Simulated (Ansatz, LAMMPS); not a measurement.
# Elastic response of glassy 67SiO2-11B2O3-11CaO-11K2O (mol %) (143 atoms)

How stiff is glassy 67SiO2-11B2O3-11CaO-11K2O (mol %) (143 atoms)?

Program: Ansatz 0.2.0. Level of theory: Kohn-Sham DFT, PBE, PAW (set soft_2), plane waves. Results are calculated unless marked as measured.

### 1. Set-up

The cell holds 143 atoms: 31 Si, 10 B, 5 Ca, 10 K and 87 O. Its edges and angles: a = 12.667 Å, b = 12.667 Å, c = 12.667 Å, α = 90.0°, β = 90.0°, γ = 90.0°. 143 atoms (31 Si, 10 B, 5 Ca, 10 K, 87 O) placed at random at 2.34 g/cm³, melted at 3000 K for 20 ps at fixed volume with the Buckingham and Coulomb pair potential of Guillot and Sator (Geochim. Cosmochim. Acta 71, 1249 (2007)) with the boron terms of Wang et al. (J. Non-Cryst. Solids 498, 294 (2018)). Quenched from 3000 K to 300 K at 20 K/ps and fixed volume, held 10 ps at zero pressure.

Limits known from the start: The quench rate of 20 K/ps far exceeds what a furnace or splat quench reaches, so expect more defects and frozen-in strain than in a real sample. The starting topology of bonds comes from the classical model, and needn't be the one that DFT or experiment would give. Only the Γ point is sampled.

### 2. Single point at the start

The forces at the start show how far the geometry lies from a minimum of this functional.

File input.yaml:

```yaml
crystal:
  lattice:
    - [12.66733, 0.0, 0.0]
    - [0.0, 12.66733, 0.0]
    - [0.0, 0.0, 12.66733]
  atoms:
    - { symbol: Si, position: [0.49578, 0.50305, 0.56574] }
    - { symbol: Si, position: [0.68385, 0.37332, 0.48934] }
    - { symbol: Si, position: [0.59428, 0.16824, 0.9687] }
    - { symbol: Si, position: [0.46527, 0.35124, 0.08818] }
    - { symbol: Si, position: [0.48049, 0.64206, 0.77406] }
    - { symbol: Si, position: [0.13036, 0.30395, 0.74556] }
    - { symbol: Si, position: [0.27812, 0.5923, 0.23869] }
    - { symbol: Si, position: [0.99747, 0.30585, 0.37461] }
    - { symbol: Si, position: [0.27924, 0.99879, 0.618] }
    - { symbol: Si, position: [0.90594, 0.19328, 0.7695] }
    - { symbol: Si, position: [0.9003, 0.48726, 0.51145] }
    - { symbol: Si, position: [0.07511, 0.20541, 0.06648] }
    - { symbol: Si, position: [0.31802, 0.17138, 0.08292] }
    - { symbol: Si, position: [0.08945, 0.92072, 0.73671] }
    - { symbol: Si, position: [0.28038, 0.38114, 0.55345] }
    - { symbol: Si, position: [0.79002, 0.40556, 0.84422] }
    - { symbol: Si, position: [0.81479, 0.40733, 0.08968] }
    - { symbol: Si, position: [0.63412, 0.37268, 0.24544] }
    - { symbol: Si, position: [0.21543, 0.61455, 0.52022] }
    - { symbol: Si, position: [0.16103, 0.96432, 0.41091] }
    - { symbol: Si, position: [0.37876, 0.43339, 0.87628] }
    - { symbol: Si, position: [0.16097, 0.68341, 0.75676] }
    - { symbol: Si, position: [0.9796, 0.02191, 0.92378] }
    - { symbol: Si, position: [0.9873, 0.51406, 0.75011] }
    - { symbol: Si, position: [0.05405, 0.43349, 0.04475] }
    - { symbol: Si, position: [0.38793, 0.0413, 0.91603] }
    - { symbol: Si, position: [0.49047, 0.87396, 0.39818] }
    - { symbol: Si, position: [0.35427, 0.05511, 0.30201] }
    - { symbol: Si, position: [0.96609, 0.6122, 0.30742] }
    - { symbol: Si, position: [0.70201, 0.13998, 0.17875] }
    - { symbol: Si, position: [0.77978, 0.14324, 0.55001] }
    - { symbol: B, position: [0.38521, 0.18714, 0.51146] }
    [... 105 atom lines left out ...]
    - { symbol: O, position: [0.64183, 0.39717, 0.36725] }
    - { symbol: O, position: [0.96611, 0.38268, 0.46956] }
    - { symbol: O, position: [0.16554, 0.0098, 0.68288] }
    - { symbol: O, position: [0.28707, 0.59002, 0.10867] }
    - { symbol: O, position: [0.49993, 0.07626, 0.97639] }
    - { symbol: O, position: [0.23831, 0.48024, 0.28322] }
kpoints:
  mp_grid: { grid: [1, 1, 1] }
hamiltonian:
  xc: pbe
scf:
  occupations: { method: fixed }
output:
  forces: true
```

On the command line:

```sh
ansatz run input.yaml --threads 4 --pin off --max-ram 8192MiB --backend cpu --events-out ev --progress --plain --runs-dir out
```

Numbers of over 12 decimals in the logs are rounded to 6 here.

What it wrote:

```text
Engine: ansatz 0.2.0, x86_64-unknown-linux-gnu
Pseudopotentials: kind: paw
Pseudopotential: Si, paw, valence charge 4, recommended cutoff 420 eV (normal), Si.paw.azcp
Pseudopotential: B, paw, valence charge 3, recommended cutoff 420 eV (normal), B.paw.azcp
Pseudopotential: Ca, paw, valence charge 10, recommended cutoff 420 eV (normal), Ca.paw.azcp
Pseudopotential: K, paw, valence charge 9, recommended cutoff 420 eV (normal), K.paw.azcp
Pseudopotential: O, paw, valence charge 6, recommended cutoff 420 eV (normal), O.paw.azcp
[... 5 lines on functional and potentials left out ...]
Crystal: 143 atoms, lattice volume = 2032.616 Å³
Basis set: ecut = 420 eV, 39607 PW (Γ), exchange–correlation on 180×180×180 points (8 copies of the dense FFT grid, shifted against one another)
Bands: 551, of which v1, the nominal top of the filled ones, is band 408 counted from 1 (407 counted from 0)
Symmetry: 1 space group operations
Space group: P1 (ITA 1), of the structure as read, at distance tolerance 1.3e-4 Å
k-points: 1
[... 11 lines on functional and potentials left out ...]
Initial density: superposition of atomic densities (neutral atoms: chi_scale 0, normalization atom), corrected by the library's trained network
Initial wavefunctions: pseudopotential atomic-orbital guess
Functional: x = pbe(κ = 0.804, μ = 0.219515), c = pbe(β = 0.066725)
SCF iter   1: F=—  HF=-95237.556020 eV  |F-HF|=—  |Δ(HF+E_count)|=         —  Δρ=2.68e-3  dr2=2.87e-1  ethr=1.77e-3  ⟨swp⟩=7.0  Hψ=1831  notcnv=0  defer=139
preconditioner: auto → Resta (q_TF=auto, 2.343 Å⁻¹)  ε∞=3.0  [insulator: Δε(μ)=1.940 eV  Ē_g=16.151 eV  n_scr=460 (ndim 8)  ℏωp=23.1 eV  f_vac=0.162  ε∞_Penn≈3.0]
SCF iter   2: F=—  HF=-95237.538765 eV  |F-HF|=—  |Δ(HF+E_count)|=   1.73e-2  Δρ=1.53e-3  dr2=7.57e-2  ethr=3.52e-5  ⟨swp⟩=3.0  Hψ=956  notcnv=0  defer=141
SCF iter   3: F=—  HF=-95237.532552 eV  |F-HF|=—  |Δ(HF+E_count)|=   6.21e-3  Δρ=8.77e-4  dr2=2.62e-2  ethr=9.28e-6  ⟨swp⟩=3.0  Hψ=729  notcnv=0  defer=126
automatic band count: iteration 3 solves 536 bands in place of 551: the levels show a gap, and the empty bands left out lie too high to hold charge; the band table lists the bands solved (type scf.n_extra_bands for more)
SCF iter   4: F=—  HF=-95237.528832 eV  |F-HF|=—  |Δ(HF+E_count)|=   3.72e-3  Δρ=3.26e-4  dr2=2.94e-3  ethr=3.22e-6  ⟨swp⟩=3.0  Hψ=733  notcnv=0  defer=126
SCF iter   5: F=—  HF=-95237.528825 eV  |F-HF|=—  |Δ(HF+E_count)|=   6.52e-6  Δρ=1.67e-4  dr2=6.87e-4  ethr=3.60e-7  ⟨swp⟩=3.0  Hψ=731  notcnv=0  defer=126
SCF iter   6: F=—  HF=-95237.528948 eV  |F-HF|=—  |Δ(HF+E_count)|=   1.23e-4  Δρ=6.27e-5  dr2=9.22e-5  ethr=8.43e-8  ⟨swp⟩=3.0  Hψ=727  notcnv=0  defer=126
SCF iter   7: F=—  HF=-95237.529203 eV  |F-HF|=—  |Δ(HF+E_count)|=   2.55e-4  Δρ=2.82e-5  dr2=1.90e-5  ethr=1.13e-8  ⟨swp⟩=2.0  Hψ=936  notcnv=0  defer=126
SCF iter   8: F=—  HF=-95237.529210 eV  |F-HF|=—  |Δ(HF+E_count)|=   6.76e-6  Δρ=2.04e-5  dr2=8.34e-6  ethr=2.33e-9  ⟨swp⟩=3.0  Hψ=745  notcnv=0  defer=126
SCF iter   9: F=—  HF=-95237.529209 eV  |F-HF|=—  |Δ(HF+E_count)|=   7.19e-7  Δρ=5.07e-6  dr2=6.36e-7  ethr=1.02e-9  ⟨swp⟩=2.0  Hψ=714  notcnv=0  defer=126
SCF iter  10: F=—  HF=-95237.529209 eV  |F-HF|=—  |Δ(HF+E_count)|=   2.11e-7  Δρ=3.59e-6  dr2=2.44e-7  ethr=7.80e-11  ⟨swp⟩=2.0  Hψ=758  notcnv=0  defer=126
SCF iter  11: F=-95237.529209 eV  HF=-95237.529209 eV  |F-HF|=5.82e-11  |Δ(HF+E_count)|=  8.73e-10  Δρ=1.04e-6  dr2=2.24e-8  ethr=1.23e-11  ⟨swp⟩=5.0  Hψ=1649  notcnv=0
SCF 1 converged in 11 iterations: F = -95237.529209 eV  dr2 = 2.24e-8
  greatest PAW one-centre occupation: 0.995 electrons in one spin orbital (limit 2), on the Ca atom at site 42 (counted from 0), in its partial waves of l = 0
SCF converged after 11 iterations
Free energy (F): -95237.529209 eV
Harris-Foulkes:  -95237.529209 eV  (|F-HF|=5.82e-11)
Internal energy: -95237.529209 eV  (E = F + TS)
E sigma→0 (E₀):  -95237.529209 eV
Fermi energy:    4.515064 eV
--- Per-component energies (eV) ---
  E_band       = -4581.154899
  E_kinetic    = 21287.404760
  E_local      = -62330.112574  (includes V_loc(G=0)·N_el)
  E_nonlocal   = 5474.257130
  E_hartree    = 23746.452232
  E_xc         = -10541.429826
  E_vxc        = -12597.590734  (∫ρ·V_xc dr)
  E_paw        = -42618.907431  (= ΣΔE_a)
  E_vpaw       = -3908.239903  (= ΣTr[D̂ρ^β])
  E_aug_tail   = 0.221974  (compensation charges beyond the density's cutoff)
  E_ewald      = -30255.415474
  E_smearing   = -0.000000  (= −TS)
  E_closure    = 0.000000  (closes the sum)
  Σ components = -95237.529209   (vs F -95237.529209, Δ=0.00e0)
--- Forces (eV/Å), atoms counted from 1 ---
  atom   1  Si    -1.37358725     1.75698791    -1.07624504
  atom   2  Si     0.47347850     1.09517772    -0.50122786
  atom   3  Si    -1.60659976    -0.63317121     0.02432956
  atom   4  Si    -0.12614987    -2.11452198    -2.72051313
  atom   5  Si     2.10063583    -0.35111084     1.34439640
  atom   6  Si     1.11865078     0.16994254     2.21472429
  atom   7  Si    -0.02584354     1.88548138    -2.49058126
  atom   8  Si    -1.22887031     0.72567858    -1.18245227
  atom   9  Si    -1.26698451    -0.44373305     0.94597538
  atom  10  Si     1.04744084     3.62686227    -0.72313299
  atom  11  Si     3.27047453    -0.90909808    -1.44497077
  atom  12  Si    -1.36454177     1.89960405    -0.08699805
  atom  13  Si    -1.75159505     0.83881949    -3.27182814
  atom  14  Si    -1.40083773     0.27095810    -0.98141824
[...]
atom 142  O      0.17379637    -1.07961135     0.36469323
  atom 143  O      0.72760324    -2.25184596     1.33653318
  max |Σ_I F_I| component: 3.45e-5 eV/Å
```

The job ended after 19 s (4 threads of Intel Xeon Platinum 8488C (Sapphire Rapids), shared host; peak memory 3 GiB; 72 s of CPU time).

The column dr2 measures how far the density is from self-consistency, as an energy; F and HF (Harris–Foulkes) agree once it is small.

The r.m.s. force at the start is 1.2 eV/Å.

### 3. Cell and atoms relaxed

The cell is relaxed with the atoms, since the starting lattice needn't suit this functional.

File input.yaml:

```yaml
crystal:
  lattice:
    - [12.66733, 0.0, 0.0]
    - [0.0, 12.66733, 0.0]
    - [0.0, 0.0, 12.66733]
  atoms:
    [... the 143 atom lines of step 2 ...]
kpoints:
  mp_grid: { grid: [1, 1, 1] }
hamiltonian:
  xc: pbe
scf:
  occupations: { method: fixed }
output:
  forces: true
relax:
  f_tol: 0.05
  max_steps: 150
  cell: {}
```

What it wrote:

```text
[...]
Crystal: 143 atoms, lattice volume = 2032.616 Å³
Basis set: ecut = 420 eV, 39607 PW (Γ), exchange–correlation on 180×180×180 points (8 copies of the dense FFT grid, shifted against one another)
Bands: 551, of which v1, the nominal top of the filled ones, is band 408 counted from 1 (407 counted from 0)
Symmetry: 1 space group operations
[...]
k-points: 1
[...]
SCF iter   1: F=—  HF=-95237.556028 eV  |F-HF|=—  |Δ(HF+E_count)|=         —  Δρ=2.68e-3  dr2=2.87e-1  ethr=1.77e-3  ⟨swp⟩=7.0  Hψ=1831  notcnv=0  defer=139
[...]
SCF iter   5: F=—  HF=-95237.528887 eV  |F-HF|=—  |Δ(HF+E_count)|=   3.38e-5  Δρ=1.67e-4  dr2=6.87e-4  ethr=3.60e-7  ⟨swp⟩=3.0  Hψ=731  notcnv=0  defer=126
[...]
SCF iter  10: F=—  HF=-95237.529209 eV  |F-HF|=—  |Δ(HF+E_count)|=   2.11e-7  Δρ=3.59e-6  dr2=2.44e-7  ethr=7.80e-11  ⟨swp⟩=2.0  Hψ=758  notcnv=0  defer=126
SCF iter  11: F=-95237.529209 eV  HF=-95237.529209 eV  |F-HF|=5.82e-11  |Δ(HF+E_count)|=  9.31e-10  Δρ=1.04e-6  dr2=2.24e-8  ethr=1.23e-11  ⟨swp⟩=5.0  Hψ=1649  notcnv=0
SCF 1 converged in 11 iterations: F = -95237.529209 eV  dr2 = 2.24e-8
[...]
relax step   1: F+E_penalty+E_count = -95237.52920946 eV  Δ(F+E_penalty+E_count) = +0.000e0 eV  max|allowed force component| = 3.895e0 eV/Å  Δτ_max = 0.0000 Å  P = +0.356 GPa  Ω = 2032.616 Å³  (11 SCF iters, dr2 threshold 1.00e-7 eV, accepted)
[... from here on, the SCF cycles and remarks between the steps are left out ...]
relax step   2: F+E_penalty+E_count = -95244.47259752 eV  Δ(F+E_penalty+E_count) = -6.943e0 eV  max|allowed force component| = 2.383e0 eV/Å  Δτ_max = 0.1904 Å  P = +0.366 GPa  Ω = 2012.819 Å³  energy of the carried Pulay correction = +6.478e-2 eV  (8 SCF iters, dr2 threshold 1.43e-5 eV, accepted)
relax step   3: F+E_penalty+E_count = -95248.92676098 eV  Δ(F+E_penalty+E_count) = -4.454e0 eV  max|allowed force component| = 1.224e0 eV/Å  Δτ_max = 0.1951 Å  P = +0.246 GPa  Ω = 1998.658 Å³  energy of the carried Pulay correction = +1.115e-1 eV  (8 SCF iters, dr2 threshold 1.43e-5 eV, accepted)
relax step   4: F+E_penalty+E_count = -95250.72822194 eV  Δ(F+E_penalty+E_count) = -1.801e0 eV  max|allowed force component| = 6.505e-1 eV/Å  Δτ_max = 0.1938 Å  P = +0.010 GPa  Ω = 1994.775 Å³  energy of the carried Pulay correction = +1.244e-1 eV  (7 SCF iters, dr2 threshold 1.43e-5 eV, accepted)
relax step   5: F+E_penalty+E_count = -95251.68052004 eV  Δ(F+E_penalty+E_count) = -9.523e-1 eV  max|allowed force component| = 5.163e-1 eV/Å  Δτ_max = 0.1986 Å  P = -0.077 GPa  Ω = 1993.431 Å³  energy of the carried Pulay correction = +1.288e-1 eV  (7 SCF iters, dr2 threshold 1.43e-5 eV, accepted)
relax step   6: F+E_penalty+E_count = -95252.27014285 eV  Δ(F+E_penalty+E_count) = -5.896e-1 eV  max|allowed force component| = 6.684e-1 eV/Å  Δτ_max = 0.1925 Å  P = -0.070 GPa  Ω = 1994.706 Å³  energy of the carried Pulay correction = +1.246e-1 eV  (7 SCF iters, dr2 threshold 1.43e-5 eV, accepted)
relax step   7: F+E_penalty+E_count = -95252.70210734 eV  Δ(F+E_penalty+E_count) = -4.320e-1 eV  max|allowed force component| = 4.489e-1 eV/Å  Δτ_max = 0.1957 Å  P = -0.039 GPa  Ω = 1997.680 Å³  energy of the carried Pulay correction = +1.147e-1 eV  (7 SCF iters, dr2 threshold 1.43e-5 eV, accepted)
relax step   8: F+E_penalty+E_count = -95253.02841602 eV  Δ(F+E_penalty+E_count) = -3.263e-1 eV  max|allowed force component| = 3.196e-1 eV/Å  Δτ_max = 0.1955 Å  P = +0.006 GPa  Ω = 2000.739 Å³  energy of the carried Pulay correction = +1.046e-1 eV  (7 SCF iters, dr2 threshold 1.26e-5 eV, accepted)
relax step   9: F+E_penalty+E_count = -95253.28389242 eV  Δ(F+E_penalty+E_count) = -2.555e-1 eV  max|allowed force component| = 2.616e-1 eV/Å  Δτ_max = 0.1958 Å  P = -0.000 GPa  Ω = 2004.181 Å³  energy of the carried Pulay correction = +9.325e-2 eV  (7 SCF iters, dr2 threshold 6.38e-6 eV, accepted)
relax step  10: F+E_penalty+E_count = -95253.51809139 eV  Δ(F+E_penalty+E_count) = -2.342e-1 eV  max|allowed force component| = 2.465e-1 eV/Å  Δτ_max = 0.1952 Å  P = +0.024 GPa  Ω = 2007.526 Å³  energy of the carried Pulay correction = +8.221e-2 eV  (7 SCF iters, dr2 threshold 4.28e-6 eV, accepted)
relax step  11: F+E_penalty+E_count = -95253.72963062 eV  Δ(F+E_penalty+E_count) = -2.115e-1 eV  max|allowed force component| = 4.633e-1 eV/Å  Δτ_max = 0.1952 Å  P = -0.041 GPa  Ω = 2012.431 Å³  energy of the carried Pulay correction = +6.606e-2 eV  (7 SCF iters, dr2 threshold 3.80e-6 eV, accepted)
relax step  12: F+E_penalty+E_count = -95253.90852599 eV  Δ(F+E_penalty+E_count) = -1.789e-1 eV  max|allowed force component| = 1.245e0 eV/Å  Δτ_max = 0.1927 Å  P = +0.002 GPa  Ω = 2018.454 Å³  energy of the carried Pulay correction = +4.628e-2 eV  (7 SCF iters, dr2 threshold 1.34e-5 eV, accepted)
[...]
relax step  23: F+E_penalty+E_count = -95254.86092923 eV  Δ(F+E_penalty+E_count) = -3.699e-2 eV  max|allowed force component| = 1.442e-1 eV/Å  Δτ_max = 0.1984 Å  P = -0.005 GPa  Ω = 2022.104 Å³  energy of the carried Pulay correction = +3.432e-2 eV  (7 SCF iters, dr2 threshold 1.38e-6 eV, accepted)
relax step  24: F+E_penalty+E_count = -95254.89723141 eV  Δ(F+E_penalty+E_count) = -3.630e-2 eV  max|allowed force component| = 1.058e-1 eV/Å  Δτ_max = 0.1951 Å  P = +0.019 GPa  Ω = 2021.836 Å³  energy of the carried Pulay correction = +3.519e-2 eV  (7 SCF iters, dr2 threshold 1.30e-6 eV, accepted)
relax step  25: F+E_penalty+E_count = -95254.92019639 eV  Δ(F+E_penalty+E_count) = -2.296e-2 eV  max|allowed force component| = 1.093e-1 eV/Å  Δτ_max = 0.1942 Å  P = +0.005 GPa  Ω = 2022.015 Å³  energy of the carried Pulay correction = +3.461e-2 eV  (8 SCF iters, dr2 threshold 7.00e-7 eV, accepted)
[...]
relax step  31: F+E_penalty+E_count = -95254.99193215 eV  Δ(F+E_penalty+E_count) = -1.326e-2 eV  max|allowed force component| = 3.254e-1 eV/Å  Δτ_max = 0.1487 Å  P = -0.024 GPa  Ω = 2024.508 Å³  energy of the carried Pulay correction = +2.645e-2 eV  (7 SCF iters, dr2 threshold 2.82e-6 eV, accepted)
relax step  32: F+E_penalty+E_count = -95255.00462517 eV  Δ(F+E_penalty+E_count) = -1.269e-2 eV  max|allowed force component| = 1.172e-1 eV/Å  Δτ_max = 0.0960 Å  P = +0.053 GPa  Ω = 2023.744 Å³  energy of the carried Pulay correction = +2.895e-2 eV  (7 SCF iters, dr2 threshold 6.62e-6 eV, accepted)
relax step  33: F+E_penalty+E_count = -95255.01268354 eV  Δ(F+E_penalty+E_count) = -8.058e-3 eV  max|allowed force component| = 7.779e-2 eV/Å  Δτ_max = 0.0497 Å  P = +0.010 GPa  Ω = 2024.372 Å³  energy of the carried Pulay correction = +2.690e-2 eV  (7 SCF iters, dr2 threshold 8.59e-7 eV, accepted)
relax step  34: F+E_penalty+E_count = -95255.01595689 eV  Δ(F+E_penalty+E_count) = -3.273e-3 eV  max|allowed force component| = 1.310e-1 eV/Å  Δτ_max = 0.0511 Å  P = -0.034 GPa  Ω = 2024.829 Å³  energy of the carried Pulay correction = +2.540e-2 eV  (7 SCF iters, dr2 threshold 3.78e-7 eV, accepted)
relax step  35: F+E_penalty+E_count = -95255.01964420 eV  Δ(F+E_penalty+E_count) = -3.687e-3 eV  max|allowed force component| = 1.086e-1 eV/Å  Δτ_max = 0.0256 Å  P = -0.026 GPa  Ω = 2024.854 Å³  energy of the carried Pulay correction = +2.532e-2 eV  (7 SCF iters, dr2 threshold 1.07e-6 eV, accepted)
relax step  36: F+E_penalty+E_count = -95255.02238680 eV  Δ(F+E_penalty+E_count) = -2.743e-3 eV  max|allowed force component| = 1.001e-1 eV/Å  Δτ_max = 0.0458 Å  P = -0.009 GPa  Ω = 2024.809 Å³  energy of the carried Pulay correction = +2.547e-2 eV  (7 SCF iters, dr2 threshold 7.38e-7 eV, accepted)
relax step  37: F+E_penalty+E_count = -95255.02023123 eV  Δ(F+E_penalty+E_count) = +2.156e-3 eV  max|allowed force component| = 8.522e-2 eV/Å  Δτ_max = 0.0360 Å  P = -0.045 GPa  Ω = 2026.053 Å³  energy of the carried Pulay correction = +2.141e-2 eV  (7 SCF iters, dr2 threshold 6.27e-7 eV, accepted)
relax step  38: F+E_penalty+E_count = -95255.02691624 eV  Δ(F+E_penalty+E_count) = -6.685e-3 eV  max|allowed force component| = 3.941e-2 eV/Å  Δτ_max = 0.0179 Å  P = -0.006 GPa  Ω = 2025.029 Å³  energy of the carried Pulay correction = +2.475e-2 eV  (7 SCF iters, dr2 threshold 4.54e-7 eV, accepted)
relax step  39: F+E_penalty+E_count = -95255.14841763 eV  Δ(F+E_penalty+E_count) = -1.215e-1 eV  max|allowed force component| = 3.947e-2 eV/Å  Δτ_max = 0.0000 Å  P = +0.062 GPa  Ω = 2025.029 Å³  stress off target by 3.61e-1 GPa  SCF on the basis re-selected at this cell (its energy is not comparable with the rows above)  (7 SCF iters)
relax step  40: F+E_penalty+E_count = -95254.72330155 eV  Δ(F+E_penalty+E_count) = +4.251e-1 eV  max|allowed force component| = 4.371e-1 eV/Å  Δτ_max = 0.2000 Å  P = -0.554 GPa  Ω = 2042.491 Å³  energy of the carried Pulay correction = -5.791e-2 eV  (10 SCF iters, dr2 threshold 3.25e-7 eV, rejected (line search))
relax step  41: F+E_penalty+E_count = -95255.15798607 eV  Δ(F+E_penalty+E_count) = -9.568e-3 eV  max|allowed force component| = 4.045e-2 eV/Å  Δτ_max = 0.0262 Å  P = -0.006 GPa  Ω = 2027.466 Å³  energy of the carried Pulay correction = -8.278e-3 eV  (12 SCF iters, accepted)
relax step  42: F+E_penalty+E_count = -95255.17085667 eV  Δ(F+E_penalty+E_count) = -1.287e-2 eV  max|allowed force component| = 4.060e-2 eV/Å  Δτ_max = 0.0000 Å  P = +0.003 GPa  Ω = 2027.466 Å³  stress off target by 4.05e-2 GPa  SCF on the basis re-selected at this cell (its energy is not comparable with the rows above)  (6 SCF iters)
[...]
SCF converged after 6 iterations
Free energy (F): -95255.170857 eV
[...]
Internal energy: -95255.170857 eV  (E = F + TS)
E sigma→0 (E₀):  -95255.170857 eV
Fermi energy:    3.740375 eV
[...]
Σ components = -95255.170857   (vs F -95255.170857, Δ=0.00e0)
--- Forces (eV/Å), atoms counted from 1 ---
  atom   1  Si    -0.00102077     0.02065886    -0.01157407
  atom   2  Si    -0.00661516    -0.01015418     0.00916567
  atom   3  Si    -0.00012572     0.01821574    -0.01379083
  atom   4  Si     0.00703432     0.01534144     0.01529025
[...]
atom 143  O     -0.00610241    -0.00837413    -0.01209717
  max |Σ_I F_I| component: 1.65e-5 eV/Å
--- Stress (GPa, compression-positive) ---
       -0.003318       0.019901      -0.003267
        0.019898      -0.007226       0.030068
       -0.003269       0.030067       0.019186
  P = ⅓ Tr σ = 0.0029 GPa (0.029 kbar)
--- Relaxed structure (40 steps of the walk, 39 accepted, 2 SCFs on fresh bases) ---
  F+E_penalty+E_count = -95255.17085667 eV   max|allowed force component| = 4.060e-2 eV/Å   (the final SCF, on the basis selected at the relaxed cell)
  cell:  # Å, volume = 2027.4665 Å³
    - [12.674956, 0.150553, 0.00695396]
    - [0.150553, 12.443424, 0.447061]
    - [0.00695396, 0.447061, 12.872768]
  atoms:
    - { symbol: Si, position: [0.486965, 0.513577, 0.569648] }
    - { symbol: Si, position: [0.675607, 0.392605, 0.478310] }
    - { symbol: Si, position: [0.596313, 0.151987, 0.987170] }
    - { symbol: Si, position: [0.453874, 0.328885, 0.093615] }
[...]
- { symbol: O, position: [0.234902, 0.512950, 0.267285] }
```

Run time: 12 min. Hardware: 4 threads; peak memory 3 GiB.

The relaxation converged after 40 steps, with a largest force component of 0.041 eV/Å.

(Part 1 of 4 ends here.)

[Logs are printed without paths, hosts, clocks, repeated set-up lines and the standing remarks that a program may print on its own settings, such as how far it seeks lower states.]

[Hosts, paths, dates, database ids (printed as entryN), source tags and the programs' standing remarks are cut or masked in the printed files.]
